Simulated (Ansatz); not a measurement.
Rows from a G0W0 calculation on SiO2 (P6_322) (Ansatz 0.2.0; G0W0 on LDA, plane waves, PAW; PAW set soft_1; 6×6×2 mesh, 794 empty bands, screening to 50 eV, PAW set soft_1 files), in eV. Spin-orbit coupling is left out.

```
row                       k  band  start       Σx  Σc at the solution      Vxc
  A  (0.000, -0.500, 0.000)    v1  0.248  -26.902               4.145  -21.162
  B  (0.000, -0.500, 0.000)    c1  7.913   -7.004              -3.424  -12.088
  C                       Γ    v1  0.231  -26.841               4.141  -21.100
  D                       Γ    c1  5.661   -5.609              -3.095   -9.953
  E                       Γ    c2  7.941   -7.988              -3.712  -13.514
  F  (0.000, -0.500, 0.000)    c2  8.300   -5.085              -2.864   -9.329
```

Work out each quasiparticle level and how far it moved.

The quasiparticle equation reads E = start + Σx + Σc(E) − Vxc.

```
row  E (eV)  shift (eV)
  A  -1.347      −1.595
  B   9.574      +1.660
  C  -1.369      −1.600
  D   6.910      +1.250
  E   9.755      +1.814
  F   9.679      +1.379
```

The gap over the computed points goes from 5.41 eV to 8.26 eV.

Limits: not at the basis limit.

[Paths, hosts, dates, memory and timing lines, banners, echoed tables and standing remarks are left out of the program output.]

[Logs are printed without paths, hosts, clocks, repeated set-up lines and the standing remarks that a program may print on its own settings, such as how far it seeks lower states.]

[Runs of the session that timed out or met a known fault of the program may be left out.]

[Cells called generated may have been cut or substituted from an entry of the Crystallography Open Database or the Materials Project.]

[Hosts, paths, dates, database ids (printed as entryN), source tags and the programs' standing remarks are cut or masked in the printed files.]
